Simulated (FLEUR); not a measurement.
# MnB: which magnetic order is lowest, part 2 of 2

Wanted: the moments of MnB and the energy of each order that was tried.

FLEUR MaX-R8.1; PBEsol; all-electron FLAPW, Dirac cores, scalar-relativistic bands.

So far. Step 2 (Start 1: ferro ++++): After 24 cycles the largest moment stands at 1.96 μB.

## (3) Start 2: antiferro +--+

Reversing part of the moments tests the sign of the couplings between them.

inp.xml reads:

```
<?xml version="1.0" encoding="UTF-8" standalone="no"?>
<fleurInput fleurInputVersion="0.39">
   <comment>
      MnB
   </comment>
   <calculationSetup>
      <cutoffs Kmax="3.61" Gmax="10.8" GmaxXC="10.8" numbands="0"/>
      <scfLoop itmax="90" minDistance="0.00002" maxIterBroyd="15" imix="Anderson" alpha="0.05" precondParam="0.0" spinf="2.0" sdNocoIR="T"/>
      <coreElectrons ctail="T" frcor="F" kcrel="0" coretail_lmax="0"/>
      <xcFunctional name="PBEs" relativisticCorrections="F"/>
      <magnetism jspins="2"/>
      <soc l_soc="F" theta="0.0" phi="0.0" spav="F"/>
      <expertModes spex="0" secvar="F"/>
      <geometryOptimization l_f="F" forcealpha="1.0" forcemix="BFGS" epsdisp="0.00001" epsforce="0.00001"/>
      <ldaU l_linMix="F" mixParam="0.05" spinf="1.0"/>
   </calculationSetup>
   <cell>
      <bzIntegration valenceElectrons="72.0" mode="hist" fermiSmearingEnergy="0.00293995">
         <kPointListSelection listName="default-1"/>
         <xi:include xmlns:xi="http://www.w3.org/2001/XInclude" href="kpts.xml"> </xi:include>
      </bzIntegration>
      <xi:include xmlns:xi="http://www.w3.org/2001/XInclude" href="sym.xml"> </xi:include>
      <bulkLattice scale="1.0">
         <bravaisMatrix>
            <row-1>   10.5128903613044766     0.0000000000000000     0.0000000000000000</row-1>
            <row-2>    0.0000000000000000     5.6254312140155101     0.0000000000000000</row-2>
            <row-3>    0.0000000000000000     0.0000000000000000     7.8371534421644764</row-3>
         </bravaisMatrix>
      </bulkLattice>
   </cell>
   <atomSpecies>
      <species name="Manganese 3.501" element="Mn" atomicNumber="25">
         <mtSphere radius="2.37" gridPoints="783" logIncrement="0.016"/>
         <atomicCutoffs lmax="8" lnonsphr="6"/>
         <electronConfig flipSpins="F">
            <coreConfig>(1s1/2) (2s1/2) (2p1/2) (2p3/2)</coreConfig>
            <valenceConfig>(3s1/2) (3p1/2) (3p3/2) (4s1/2) (3d3/2) (3d5/2)</valenceConfig>
            <stateOccupation state="(3d3/2)" spinUp="1.2505" spinDown="0.7495"/>
            <stateOccupation state="(3d5/2)" spinUp="3.0" spinDown="0.0"/>
         </electronConfig>
         <energyParameters s="4" p="4" d="3" f="4"/>
         <lo type="SCLO" l="0" n="3" eDeriv="0"/>
         <lo type="SCLO" l="1" n="3" eDeriv="0"/>
      </species>
      <species name="Manganese -3.501" element="Mn" atomicNumber="25">
         <mtSphere radius="2.37" gridPoints="783" logIncrement="0.016"/>
         <atomicCutoffs lmax="8" lnonsphr="6"/>
         <electronConfig flipSpins="F">
            <coreConfig>(1s1/2) (2s1/2) (2p1/2) (2p3/2)</coreConfig>
            <valenceConfig>(3s1/2) (3p1/2) (3p3/2) (4s1/2) (3d3/2) (3d5/2)</valenceConfig>
            <stateOccupation state="(3d3/2)" spinUp="0.7495" spinDown="1.2505"/>
            <stateOccupation state="(3d5/2)" spinUp="0.0" spinDown="3.0"/>
         </electronConfig>
         <energyParameters s="4" p="4" d="3" f="4"/>
         <lo type="SCLO" l="0" n="3" eDeriv="0"/>
         <lo type="SCLO" l="1" n="3" eDeriv="0"/>
      </species>
      <species name="Boron (B)" element="B" atomicNumber="5">
         <mtSphere radius="1.66" gridPoints="549" logIncrement="0.019"/>
         <atomicCutoffs lmax="6" lnonsphr="4"/>
         <electronConfig flipSpins="F">
            <coreConfig>(1s1/2)</coreConfig>
            <valenceConfig>(2s1/2) (2p1/2) (2p3/2)</valenceConfig>
            <stateOccupation state="(2p1/2)" spinUp="0.166667" spinDown="0.166667"/>
            <stateOccupation state="(2p3/2)" spinUp="0.333333" spinDown="0.333333"/>
         </electronConfig>
         <energyParameters s="2" p="2" d="3" f="4"/>
      </species>
   </atomSpecies>
   <atomGroups>
      <atomGroup species="Manganese 3.501">
         <relPos label="                   1">.1758800000 1.000/4.000 .1208300000</relPos>
         <relPos label="                   4">-.1758800000 -1.000/4.000 -.1208300000</relPos>
         <force calculate="T" relaxXYZ="TTT"/>
      </atomGroup>
      <atomGroup species="Manganese -3.501">
         <relPos label="                   2">.3241200000 -1.000/4.000 -.3791700000</relPos>
         <relPos label="                   3">-.3241200000 1.000/4.000 .3791700000</relPos>
         <force calculate="T" relaxXYZ="TTT"/>
      </atomGroup>
      <atomGroup species="Boron (B)">
         <relPos label="                   5">.0341000000 1.000/4.000 -.3872000000</relPos>
         <relPos label="                   8">-.0341000000 -1.000/4.000 .3872000000</relPos>
         <force calculate="T" relaxXYZ="TTT"/>
      </atomGroup>
      <atomGroup species="Boron (B)">
         <relPos label="                   6">.4659000000 -1.000/4.000 .1128000000</relPos>
         <relPos label="                   7">-.4659000000 1.000/4.000 -.1128000000</relPos>
         <force calculate="T" relaxXYZ="TTT"/>
      </atomGroup>
   </atomGroups>
   <output dos="F" band="F" slice="F">
      <bandDOS minEnergy="-.5*Htr" maxEnergy="0.5*Htr" sigma="0.015" storeEVData="T"/>
      <plotting iplot="0" polar="F">
         <plot TwoD="T" vec1="  1.0  0.0  0.0" vec2="  0.0  1.0  0.0" vec3="  0.0  0.0  1.0" zero="  0.0  0.0  0.0" file="plot"/>
      </plotting>
      <moessbauerParams electricFieldGradient="F" isomerShift="F" coreHyperfine="F" valenceHyperfine="F"/>
   </output>
</fleurInput>
```

crystal.txt reads:

```
MnB
&input film=F cartesian=F /
5.56318200000  0.00000000000  0.00000000000
0.00000000000  2.97685000000  0.00000000000
0.00000000000  0.00000000000  4.14724300000
1.8897261246
1.0 1.0 1.0

8
25 0.17588000000  0.25000000000  0.12083000000 : 3.501
25 0.32412000000  0.75000000000  0.62083000000 : -3.501
25 0.67588000000  0.25000000000  0.37917000000 : -3.501
25 0.82412000000  0.75000000000  0.87917000000 : 3.501
5 0.03410000000  0.25000000000  0.61280000000
5 0.46590000000  0.75000000000  0.11280000000
5 0.53410000000  0.25000000000  0.88720000000
5 0.96590000000  0.75000000000  0.38720000000

&kpt div1=6 div2=10 div3=8 gamma=T /
```

Started as:

```sh
> OMP_NUM_THREADS=1 inpgen -f crystal.txt > inpgen.log  # inp.xml is then edited as shown
> OMP_NUM_THREADS=1 mpirun -n 4 fleur_MPI > fleur.log
```

The log of the run:

```text
[banner, memory and clock lines left out]
Welcome to FLEUR        (www.flapw.de)
      MaX-Release 8.1          (www.max-centre.eu)

 ========== k-point set info ==========
 Selected k-point list: default-1
 k-point list type: mesh
 6 x 10 x 8
 Number of k points: 156

 ------------Calculation Setup---------------------------
 Number of PE/node        :            4
 Number of OMP-threads    :            1
 k-points in parallel     :            4
 pe's per k-point         :            1
 No of k-point loops      :           39
 Eigenvalue solver        :       lapack
 Number of basis functions:          436
 Approximate size of matrices (H+S) per k-point:         0.003 GB
 Iteration:     1   Distance:      26.17472536 me/bohr^3
 Iteration:     2   Distance:      23.46496476 me/bohr^3
 Iteration:     3   Distance:      16.79374496 me/bohr^3
 Iteration:     4   Distance:      17.67380187 me/bohr^3
 Iteration:     5   Distance:      11.73926922 me/bohr^3
 Iteration:     6   Distance:      10.02246059 me/bohr^3
 Iteration:     7   Distance:       5.62106689 me/bohr^3
 Iteration:     8   Distance:       4.89221030 me/bohr^3
 Iteration:     9   Distance:       1.77078349 me/bohr^3
 Iteration:    10   Distance:       1.82586944 me/bohr^3
[... 19 iterations left out ...]
 Iteration:    30   Distance:       0.00014782 me/bohr^3
 Iteration:    31   Distance:       0.00014304 me/bohr^3
 Iteration:    32   Distance:       0.00010825 me/bohr^3
 Iteration:    33   Distance:       0.00009706 me/bohr^3
 Iteration:    34   Distance:       0.00007997 me/bohr^3
 Iteration:    35   Distance:       0.00007194 me/bohr^3
 Iteration:    36   Distance:       0.00006663 me/bohr^3
 Iteration:    37   Distance:       0.00005377 me/bohr^3
 Iteration:    38   Distance:       0.00004284 me/bohr^3
 Iteration:    39   Distance:       0.00001968 me/bohr^3

 ********************************************************************
 Run finished successfully
 Stop message:
   all done
 ********************************************************************

--- out.xml (last complete iteration) ---
<iteration numberForCurrentRun="   39" overallNumber="   39">
         [... left out ...]
         <bandgap value="0.0001333249" units="eV"/>
         <sumValenceSingleParticleEnergies value="-42.2384217815" units="Htr"/>
         <FermiEnergy value="0.4040671968" units="Htr"/>
         <valenceDensity>
            <mtCharges spin="1">
               <mtCharge atomType="1" total="7.7679762" s="1.1833381" p="3.2595621" d="3.2950868" f="0.0246721"/>
               <mtCharge atomType="2" total="6.4380280" s="1.1757258" p="3.2498170" d="1.9830349" f="0.0240020"/>
               <mtCharge atomType="3" total="0.8517965" s="0.2941280" p="0.5304989" d="0.0240321" f="0.0026849"/>
               <mtCharge atomType="4" total="0.8588051" s="0.2965539" p="0.5355902" d="0.0235903" f="0.0026323"/>
            </mtCharges>
            <mtCharges spin="2">
               <mtCharge atomType="1" total="6.4378782" s="1.1757241" p="3.2498156" d="1.9828875" f="0.0240024"/>
               <mtCharge atomType="2" total="7.7678347" s="1.1833377" p="3.2595616" d="3.2949464" f="0.0246718"/>
               <mtCharge atomType="3" total="0.8588136" s="0.2965560" p="0.5355969" d="0.0235901" f="0.0026322"/>
               <mtCharge atomType="4" total="0.8518069" s="0.2941308" p="0.5305072" d="0.0240316" f="0.0026848"/>
            </mtCharges>
            <spinDependentCharge spin="1" total="36.0002748" interstitial="4.1670634" mtSpheres="31.8332113"/>
            <spinDependentCharge spin="2" total="35.9997252" interstitial="4.1670585" mtSpheres="31.8326668"/>
            <totalCharge value="72.0000000000"/>
         </valenceDensity>
         [... left out ...]
         <magneticMomentsInMTSpheres units="muBohr">
            <globalMagMoment atomType="1" vec="0.00000   0.00000   1.33010"/>
            <localMagMoment atomType="1" vec="0.00000   0.00000   1.33010"/>
            <globalMagMoment atomType="2" vec="0.00000   0.00000  -1.32981"/>
            <localMagMoment atomType="2" vec="0.00000   0.00000  -1.32981"/>
            <globalMagMoment atomType="3" vec="0.00000   0.00000  -0.00702"/>
            <localMagMoment atomType="3" vec="0.00000   0.00000  -0.00702"/>
            <globalMagMoment atomType="4" vec="0.00000   0.00000   0.00700"/>
            <localMagMoment atomType="4" vec="0.00000   0.00000   0.00700"/>
         </magneticMomentsInMTSpheres>
         [... left out ...]
         <totalEnergy value="    -4729.2467005842" units="Htr">
            <sumOfEigenvalues value="    -2725.7721476182">
               <coreElectrons value="-2683.5337258368"/>
               <valenceElectrons value="-42.2384217815"/>
            </sumOfEigenvalues>
            <densityCoulombPotentialIntegral value="-7222.9106255393"/>
            <densityEffectivePotentialIntegral value="-7511.4618313376"/>
            <chargeDenXCDenIntegral value="-220.5271466163"/>
            <FockExchangeEnergyValence value="0.0000000000"/>
            <FockExchangeEnergyCore value="0.0000000000"/>
         [... left out ...]
            <tkbTimesEntropy value="0.0061341416"/>
            <freeEnergy value="-4729.2528347259"/>
            <extrapolationTo0K value="-4729.2497676551"/>
         </totalEnergy>
         <densityConvergence units="me/bohr^3">
            <chargeDensity spin="1" distance="0.0000107312"/>
            <chargeDensity spin="2" distance="0.0000121830"/>
            <overallChargeDensity distance="0.0000118257"/>
            <spinDensity distance="0.0000196804"/>
         </densityConvergence>
      </iteration>
```

The job ended after 7.6 min (4 MPI ranks of Arm Neoverse N1, shared host; peak memory 0.45 GiB; 30 min of CPU time).

Spin moment in the muffin-tin sphere by atom:

| atom | spin moment in the muffin-tin sphere (μB) |
| --- | --- |
| Mn1 | 1.33 |
| Mn2 | -1.33 |
| Mn3 | -1.33 |
| Mn4 | 1.33 |
| B5 | -0.01 |
| B6 | 0.01 |
| B7 | 0.01 |
| B8 | -0.01 |

This step gave:

```
free energy                                                       : -128689.5255 eV
program's band gap on this mesh (in a metal only a level spacing) : 1.33e-4 eV
magnetization                                                     : 0 μB
final state                                                       : antiferromagnetic
```

It lies 162 meV a seeded atom over the first start, and its largest moment is 1.33 μB against 1.96 μB.

## (4) Start 3: no spin polarisation

A spinless run gives the zero against which the gain from the moments is read.

inp.xml, as its differences from that of step 3:

```diff
@@ -10,3 +10,3 @@
       <xcFunctional name="PBEs" relativisticCorrections="F"/>
-      <magnetism jspins="2"/>
+      <magnetism jspins="1"/>
       <soc l_soc="F" theta="0.0" phi="0.0" spav="F"/>
@@ -31,3 +31,3 @@
    <atomSpecies>
-      <species name="Manganese 3.501" element="Mn" atomicNumber="25">
+      <species name="Manganese (Mn)" element="Mn" atomicNumber="25">
          <mtSphere radius="2.37" gridPoints="783" logIncrement="0.016"/>
@@ -37,17 +37,4 @@
             <valenceConfig>(3s1/2) (3p1/2) (3p3/2) (4s1/2) (3d3/2) (3d5/2)</valenceConfig>
-            <stateOccupation state="(3d3/2)" spinUp="1.2505" spinDown="0.7495"/>
-            <stateOccupation state="(3d5/2)" spinUp="3.0" spinDown="0.0"/>
-         </electronConfig>
-         <energyParameters s="4" p="4" d="3" f="4"/>
-         <lo type="SCLO" l="0" n="3" eDeriv="0"/>
-         <lo type="SCLO" l="1" n="3" eDeriv="0"/>
-      </species>
-      <species name="Manganese -3.501" element="Mn" atomicNumber="25">
-         <mtSphere radius="2.37" gridPoints="783" logIncrement="0.016"/>
-         <atomicCutoffs lmax="8" lnonsphr="6"/>
-         <electronConfig flipSpins="F">
-            <coreConfig>(1s1/2) (2s1/2) (2p1/2) (2p3/2)</coreConfig>
-            <valenceConfig>(3s1/2) (3p1/2) (3p3/2) (4s1/2) (3d3/2) (3d5/2)</valenceConfig>
-            <stateOccupation state="(3d3/2)" spinUp="0.7495" spinDown="1.2505"/>
-            <stateOccupation state="(3d5/2)" spinUp="0.0" spinDown="3.0"/>
+            <stateOccupation state="(3d3/2)" spinUp="1.000000" spinDown="1.000000"/>
+            <stateOccupation state="(3d5/2)" spinUp="1.500000" spinDown="1.500000"/>
          </electronConfig>
@@ -70,10 +57,7 @@
    <atomGroups>
-      <atomGroup species="Manganese 3.501">
+      <atomGroup species="Manganese (Mn)">
          <relPos label="                   1">.1758800000 1.000/4.000 .1208300000</relPos>
-         <relPos label="                   4">-.1758800000 -1.000/4.000 -.1208300000</relPos>
-         <force calculate="T" relaxXYZ="TTT"/>
-      </atomGroup>
-      <atomGroup species="Manganese -3.501">
          <relPos label="                   2">.3241200000 -1.000/4.000 -.3791700000</relPos>
          <relPos label="                   3">-.3241200000 1.000/4.000 .3791700000</relPos>
+         <relPos label="                   4">-.1758800000 -1.000/4.000 -.1208300000</relPos>
          <force calculate="T" relaxXYZ="TTT"/>
@@ -82,8 +66,5 @@
          <relPos label="                   5">.0341000000 1.000/4.000 -.3872000000</relPos>
-         <relPos label="                   8">-.0341000000 -1.000/4.000 .3872000000</relPos>
-         <force calculate="T" relaxXYZ="TTT"/>
-      </atomGroup>
-      <atomGroup species="Boron (B)">
          <relPos label="                   6">.4659000000 -1.000/4.000 .1128000000</relPos>
          <relPos label="                   7">-.4659000000 1.000/4.000 -.1128000000</relPos>
+         <relPos label="                   8">-.0341000000 -1.000/4.000 .3872000000</relPos>
          <force calculate="T" relaxXYZ="TTT"/>
```

crystal.txt reads:

```
MnB
&input film=F cartesian=F /
5.56318200000  0.00000000000  0.00000000000
0.00000000000  2.97685000000  0.00000000000
0.00000000000  0.00000000000  4.14724300000
1.8897261246
1.0 1.0 1.0

8
25 0.17588000000  0.25000000000  0.12083000000
25 0.32412000000  0.75000000000  0.62083000000
25 0.67588000000  0.25000000000  0.37917000000
25 0.82412000000  0.75000000000  0.87917000000
5 0.03410000000  0.25000000000  0.61280000000
5 0.46590000000  0.75000000000  0.11280000000
5 0.53410000000  0.25000000000  0.88720000000
5 0.96590000000  0.75000000000  0.38720000000

&kpt div1=6 div2=10 div3=8 gamma=T /
```

The log of the run:

```text
[banner, memory and clock lines left out]
Welcome to FLEUR        (www.flapw.de)
      MaX-Release 8.1          (www.max-centre.eu)

 ========== k-point set info ==========
 Selected k-point list: default-1
 k-point list type: mesh
 6 x 10 x 8
 Number of k points: 120

 [... set-up left out ...]
 Iteration:     1   Distance:      25.52518543 me/bohr^3
 Iteration:     2   Distance:      19.34153001 me/bohr^3
 Iteration:     3   Distance:       7.93803560 me/bohr^3
 Iteration:     4   Distance:       7.36254381 me/bohr^3
 Iteration:     5   Distance:       3.62556420 me/bohr^3
[...]
<FermiEnergy value="0.4041731179" units="Htr"/>
         [... left out ...]
         <totalEnergy value="    -4729.2371801163" units="Htr">
            <sumOfEigenvalues value="    -2726.0869338233">
               <coreElectrons value="-2683.7689935515"/>
               <valenceElectrons value="-42.3179402718"/>
            </sumOfEigenvalues>
         [... left out ...]
            <freeEnergy value="-4729.2462238212"/>
            <extrapolationTo0K value="-4729.2417019687"/>
         </totalEnergy>
         <densityConvergence units="me/bohr^3">
            <chargeDensity spin="1" distance="0.0000105820"/>
         </densityConvergence>
      </iteration>
```

Run time: 85 s. Hardware: 4 MPI ranks; peak memory 0.24 GiB; 5.6 min of CPU time.

Read from the output:

```
free energy                                                       : -128689.3456 eV
program's band gap on this mesh (in a metal only a level spacing) : 0.003448 eV
final state                                                       : non-magnetic (no spin polarisation)
```

It lies 207 meV a seeded atom over the first start.

## (5) Ranking

Free energies are divided by the number of seeded atoms.

Orders:

| start | final state | typed order kept | energy over the lowest (meV a seeded atom) | largest sphere moment (μB) | net moment (μB a primitive cell) | mesh matched | CPU time (s) |
| --- | --- | --- | --- | --- | --- | --- | --- |
| ferro ++++ | ferromagnetic, with opposed induced moments | yes | 0 | 1.963 | 7.476 | yes | 798.8 |
| antiferro +--+ | antiferromagnetic | yes | 161.9 | 1.33 | 5.50e-4 | yes | 1818 |
| no spin polarisation | non-magnetic | - | 206.9 | 0 | 0 | yes | 338.4 |

## (6) Outcome

| Property | Result |
| --- | --- |
| lowest state found | ferromagnetic (typed ferro ++++) |
| largest site spin moment | 1.96 μB |
| next finished state | antiferromagnetic, 162 meV a seeded atom higher |
| energy gained by spin polarisation | 207 meV a seeded atom |

What this shows: The lowest state found is ferromagnetic, reached from the start ferro ++++, with moments up to 1.96 μB. The next finished state costs 162 meV a seeded atom. Only 3 starts were tried; other patterns of signs, canted and longer-period orders were not. With 4 seeded atoms in the first cell, sign patterns within that cell may remain untried.

[Logs and program files are shortened in this print: banners, set-up blocks, solver, clock and traceback lines can be left out without a mark of their own.]

[Logs are printed without paths, hosts, clocks, repeated set-up lines and the standing remarks that a program may print on its own settings, such as how far it seeks lower states.]

[Hosts, paths, dates, database ids (printed as entryN), source tags and the programs' standing remarks are cut or masked in the printed files.]

[Where a cell is said to come from a database of computed structures, the database is the Materials Project.]
